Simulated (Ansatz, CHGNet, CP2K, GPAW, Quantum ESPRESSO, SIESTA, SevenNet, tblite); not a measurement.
# Running glassy 76SiO2-24MgO (mol %) (94 atoms) with tblite

How near does tblite come to plane waves for glassy 76SiO2-24MgO (mol %) (94 atoms)?

Main program and level: tblite 0.8.0; the method is named at each step.

## (1) Starting point

The cell holds 94 atoms: 26 Si, 8 Mg and 60 O. Its edges and angles: a = 10.793 Å, b = 10.793 Å, c = 10.793 Å, α = 90.0°, β = 90.0°, γ = 90.0°. 94 atoms (26 Si, 8 Mg, 60 O) placed at random at 2.34 g/cm³, melted at 4000 K for 10 ps at fixed volume with the Morse and Coulomb pair potential with partial charges (Pedone, Malavasi, Menziani, Cormack and Segre, J. Phys. Chem. B 110, 11780 (2006)). Quenched from 4000 K to 300 K at 50 K/ps and fixed volume, held 10 ps at zero pressure. Then every atom was moved at random, 0.05 Å r.m.s. a Cartesian component.

The yardstick, on the same geometry:

- method: Kohn-Sham DFT, PBE, SSSP efficiency 1.3.0 pseudopotentials, plane waves (Quantum ESPRESSO 7.5); sssp-pbe-1.3.0-efficiency, cutoffs 60/480 Ry, Γ point
- r.m.s. force component: 2.817 eV/Å
- longest force: 15.85 eV/Å
- pressure: 5.792 GPa
- gap (highest filled to lowest empty level): 1.872 eV
- time: 3.4 min on 4 MPI ranks of Arm Neoverse V1, shared host
- CPU time: 13 min

## (2) GFN1-xTB

Method: GFN1-xTB tight binding, diagonalisation.

Contents of run.py:

```python
import numpy as np
from ase.io import read
from tblite.ase import TBLite

atoms = read("structure.xyz")
atoms.calc = TBLite(method="GFN1-xTB", electronic_temperature=580, accuracy=1.0, max_iterations=250, mixer_damping=0.4, verbosity=1)
energy = atoms.get_potential_energy()
forces = atoms.get_forces()
print(f"energy {energy:.6f} eV")
print("forces (eV/A)")
for i, (a, f) in enumerate(zip(atoms, forces)):
    print(f"{i:4d} {a.symbol:2s} {f[0]:10.5f} {f[1]:10.5f} {f[2]:10.5f}")
stress = -atoms.get_stress(voigt=False) * 160.21766
print("stress (GPa, compression positive)")
for row in stress:
    print(" ".join(f"{x:10.4f}" for x in row))
print("charges (e)")
print(np.array2string(atoms.get_charges(), precision=4, suppress_small=True, max_line_width=110, threshold=100000))
```

Contents of structure.xyz:

```xyz
94
Lattice="10.79285 0.00000 0.00000 0.00000 10.79285 0.00000 0.00000 0.00000 10.79285" Properties=species:S:1:pos:R:3 pbc="T T T"
Si 4.18104 3.43277 8.21811
Si 2.12004 4.95327 9.93978
Si 1.86727 1.24398 8.39295
Si 1.22445 10.74720 3.00915
Si 0.41326 4.95554 7.09285
Si 9.47396 1.92739 9.01052
Si 7.88666 10.51990 8.37234
Si 8.59888 2.74160 2.44555
Si 0.74384 3.73497 1.78158
Si 7.43627 3.41270 5.06023
Si 7.14692 3.81937 8.19825
Si 3.30175 3.03765 3.36133
Si 7.43390 10.78368 3.27908
Si 5.83073 3.63071 1.36400
Si 1.73063 9.18256 7.17401
Si 3.15378 5.16524 5.68783
Si 0.09908 6.62314 3.10478
Si 2.47038 10.51990 0.30932
Si 6.49287 6.85961 8.66374
Si 9.21709 8.36457 9.61265
Si 5.74039 6.66566 0.88728
Si 8.33445 7.96296 1.59918
Si 10.14204 7.38879 6.12991
Si 1.52870 7.89292 9.74864
Si 7.64058 9.15061 5.56123
Si 5.17863 1.07000 4.62776
Mg 2.77916 7.88580 4.37510
Mg 9.61373 10.72777 1.08036
Mg 4.72284 9.05175 6.49352
Mg 5.78518 6.45445 5.02234
Mg 10.46799 2.06446 5.14733
Mg 5.36653 0.66106 10.30814
Mg 2.82568 7.56741 1.30960
Mg 4.50256 9.80142 2.39968
O 6.29730 8.63784 4.99504
O 5.85890 0.29367 3.48318
O 3.99854 10.50781 0.59145
O 2.21707 0.60354 9.83272
O 2.84402 8.73919 6.06170
O 3.76746 1.65735 4.07829
O 6.13671 2.44857 4.86337
O 5.61951 5.22266 1.00805
O 2.98789 2.31895 7.96750
O 0.41995 5.06401 2.65796
O 1.80143 8.97415 0.15132
O 8.51783 2.88083 4.02260
O 1.09429 4.79408 8.72203
O 9.34855 9.62075 8.74739
O 10.63862 7.72315 9.79332
O 10.19601 6.16822 7.10796
O 4.01634 4.37143 6.88033
O 2.05075 6.54565 10.44942
O 5.80709 2.84305 8.38227
O 10.67229 6.81698 4.61438
O 8.03668 10.34246 4.61524
O 4.52620 7.81759 1.64213
[... 34 atom lines left out ...]
O 1.57468 10.69312 7.42332
O 0.28752 1.89263 8.60946
O 1.63048 7.29553 2.75498
O 5.87811 7.47383 7.47934
```

Started as:

```
OMP_NUM_THREADS=1 python run.py > output.txt
```

The log of the run:

```text
------------------------------------------------------------
  cycle        total energy    energy error   density error
------------------------------------------------------------
      1     -318.2131248815  -3.2003747E+02   1.0884690E+00
      2     -332.8471792970  -1.4634054E+01   6.6444628E-01
      3     -337.4302813191  -4.5831020E+00   4.4578298E-01
      4     -341.1651546398  -3.7348733E+00   9.9200159E-02
      5     -341.4159274510  -2.5077281E-01   6.0465998E-02
      6     -341.5654827313  -1.4955528E-01   1.1005194E-02
      7     -341.5685453016  -3.0625703E-03   4.9197354E-03
      8     -341.5690523564  -5.0705479E-04   2.6753413E-03
      9     -341.5691969438  -1.4458739E-04   7.1352586E-04
     10     -341.5692086293  -1.1685567E-05   2.7351981E-04
     11     -341.5692110372  -2.4078391E-06   6.5882903E-05
     12     -341.5692111965  -1.5932676E-07   2.1762380E-05
     13     -341.5692112005  -4.0282089E-09   1.0583589E-05
------------------------------------------------------------
 total:                                   4.797 sec
energy -9294.571660 eV
forces (eV/A)
   0 Si    0.71930    0.53941   -1.41651
   1 Si   -3.80956   -0.14078    1.07439
   2 Si   -3.40905    0.54872   -0.36718
   3 Si   -2.13358   -1.39943    3.57176
   4 Si    1.95512   -4.29998    0.42753
   5 Si    1.24075    2.38306    3.48675
   6 Si    0.39124   -2.34938   -1.21189
   7 Si   -0.47963   -1.35067   -2.04400
   8 Si    1.11467    1.26714    1.93321
   9 Si   -4.00202    4.37498    0.05688
  10 Si    4.76144   -6.38729   -0.86145
  11 Si    5.06599    0.04042    3.37076
  12 Si    0.28964   -2.46841   -3.61108
  13 Si   -6.61285   -3.58174   -1.51705
  14 Si   -0.46631   -1.15927   -7.16424
  15 Si    5.12564   -1.41134   -1.28589
  16 Si    3.43845   -0.02917   -2.95868
  17 Si   -1.20575   -0.00776    1.73868
  18 Si    2.02948   -0.79151    4.75562
  19 Si    1.23968   -0.27335    0.76224
  20 Si   -2.65597    9.46638   -0.33543
  21 Si   10.92747   10.48590    5.01420
  22 Si   -1.19552    1.42690   -3.39462
  23 Si   -4.27757   -1.16280    5.20484
[...]
86 O     0.47343    2.42831   -2.69950
  87 O    -0.72319    0.61730    0.04362
  88 O    -0.08486   -0.39474    1.54717
  89 O    -3.43612   -2.08784    0.00229
  90 O     0.62381    3.96561    0.82698
  91 O     2.04839   -0.33209   -1.34949
  92 O    -1.25291   -0.67592    0.35560
  93 O    -3.07342    2.28749   -3.97596
stress (GPa, compression positive)
    7.4219     1.7615     1.6372
    1.7615    10.6692    -1.4828
    1.6372    -1.4828    12.3390
charges (e)
[ 0.5168  0.4929  0.4904  0.4077  0.4829  0.4642  0.462   0.5358  0.4873  0.4493  0.48    0.4685  0.5018
  0.4551  0.4797  0.4346  0.4546  0.4518  0.4427  0.4667  0.4564  0.4752  0.4982  0.4994  0.4596  0.4629
  0.776   0.7596  0.7643  0.7426  0.7414  0.7435  0.7957  0.7405 -0.4899 -0.2623 -0.4591 -0.2376 -0.479
 -0.2513 -0.2584 -0.2026 -0.2131 -0.2763 -0.3061 -0.2402 -0.2623 -0.2974 -0.2547 -0.2084 -0.2644 -0.2822
 -0.2542 -0.2408 -0.2391 -0.5351 -0.1994 -0.2489 -0.2502 -0.4778 -0.21   -0.2592 -0.3286 -0.4689 -0.4579
 -0.4262 -0.2942 -0.2362 -0.2781 -0.1835 -0.2728 -0.2926 -0.2255 -0.4175 -0.2166 -0.2959 -0.4633 -0.4635
 -0.2041 -0.4578 -0.2607 -0.4829 -0.2843 -0.2383 -0.2266 -0.2052 -0.4676 -0.2228 -0.2471 -0.2023 -0.2169
 -0.2462 -0.496  -0.4   ]
```

Elapsed: 5.4 s, on 1 thread of Arm Neoverse V1, shared host; peak memory 0.13 GiB.

Banners, paths, timers and routine set-up lines are dropped from the logs unmarked, and long logs keep their key lines alone; longer cuts are marked.

Numbers from this run, and their distance from the reference:

```
r.m.s. force component                  : 2.572 eV/Å
r.m.s. difference of force components   : 651.3 meV/Å
longest difference of force vectors     : 3110 meV/Å
force difference over r.m.s. force      : 23.12 %
slope of forces against the reference's : 0.8901
correlation of force components         : 0.9749
pressure                                : 10.14 GPa
pressure difference                     : 4.351 GPa
```

Length of the force difference by element (eV/Å):

| element | atoms | mean | most |
| --- | --- | --- | --- |
| Mg | 8 | 1.0 | 1.9 |
| O | 60 | 0.73 | 1.7 |
| Si | 26 | 1.5 | 3.1 |

The surroundings of Si22, which bears the longest force, nearest first, numbered as they follow in the input and with coordinates relative to it.

| atom | x | y | z | distance (Å) | bonds | Mulliken charge (e) | Fx | Fy | Fz (eV/Å) |
| --- | --- | --- | --- | --- | --- | --- | --- | --- | --- |
| Si22 | 0.00 | 0.00 | 0.00 | 0.00 | 4 | 0.48 | 10.93 | 10.49 | 5.01 |
| O70 | -1.08 | -0.83 | -0.31 | 1.39 | 2 | -0.18 | -10.69 | -8.02 | -2.56 |
| O88 | 1.28 | -0.82 | 0.65 | 1.65 | 2 | -0.22 | -0.72 | 0.62 | 0.04 |
| O67 | 0.67 | 0.86 | -1.26 | 1.67 | 3 | -0.29 | -1.36 | 0.59 | 3.07 |
| O63 | -0.72 | 1.32 | 1.01 | 1.81 | 2 | -0.33 | 0.69 | -1.73 | -3.39 |
| Si20 | 0.88 | 0.40 | -2.78 | 2.94 | 4 | 0.47 | 1.24 | -0.27 | 0.76 |
| Si21 | -2.59 | -1.30 | -0.71 | 2.99 | 4 | 0.46 | -2.66 | 9.47 | -0.34 |
| Mg28 | 1.28 | 2.76 | -0.52 | 3.09 | 4 | 0.76 | 0.48 | -0.16 | 0.30 |
| Si17 | 2.56 | -1.34 | 1.51 | 3.26 | 4 | 0.45 | 3.44 | -0.03 | -2.96 |
| O78 | 2.28 | 2.00 | 1.20 | 3.26 | 2 | -0.46 | 0.23 | 0.18 | -1.59 |
| O84 | -0.36 | -0.34 | -3.28 | 3.32 | 2 | -0.24 | -3.80 | -3.96 | -1.23 |
| Si13 | -0.90 | 2.82 | 1.68 | 3.40 | 4 | 0.50 | 0.29 | -2.47 | -3.61 |
| O49 | 2.30 | -0.24 | -2.60 | 3.48 | 2 | -0.25 | 3.93 | -1.39 | -1.09 |

Atoms are counted from 1 here, from 0 in the log.

Forces lie 23 % from the reference's, at 0.0067 times its CPU time (on 1 against 4 cores).

## (3) Results

```
force difference from the reference : tblite GFN1-xTB, 23 %
its CPU time                        : 5.4 s
```

Tight binding differs by 23 % (tblite GFN1-xTB); it is another model, with fitted parameters of its own, and the xTB methods hold dispersion. One electronic-structure run takes under half the reference's CPU time: tblite GFN1-xTB, at 23 % in 5.4 s against 13 min; its pressure misses by +4.4 GPa. Periodic xTB results under one method name differ between programs and library versions. Forces of 2.8 eV/Å r.m.s. are well above thermal ones: they come largely from the bond lengths of the classical model and from the random displacements, and they dominate the comparison. The reference's pressure holds the uncorrected Pulay stress of its 60 Ry basis, so small pressure differences, and their order, may be the reference's own error. The quench rate of 50 K/ps is many orders above laboratory rates, so the cell is likely richer in defects and strain than a real sample. The network of bonds at the start is that of the classical potential that made the cell, and needn't be the one that DFT or experiment would give. The reference's stress is far from hydrostatic: its diagonal is 3.2, 6.1, 8.1 GPa, compression counted positive. The electronic-structure runs sample only Γ, in a cell whose shortest periodic width is 11 Å.

[Also dropped from logs without a mark: logging warnings of Python, and SIESTA's first energy breakdown and zero terms.]

[Logs are printed without paths, hosts, clocks, repeated set-up lines and the standing remarks that a program may print on its own settings, such as how far it seeks lower states.]

[Hosts, paths, dates, database ids (printed as entryN), source tags and the programs' standing remarks are cut or masked in the printed files.]
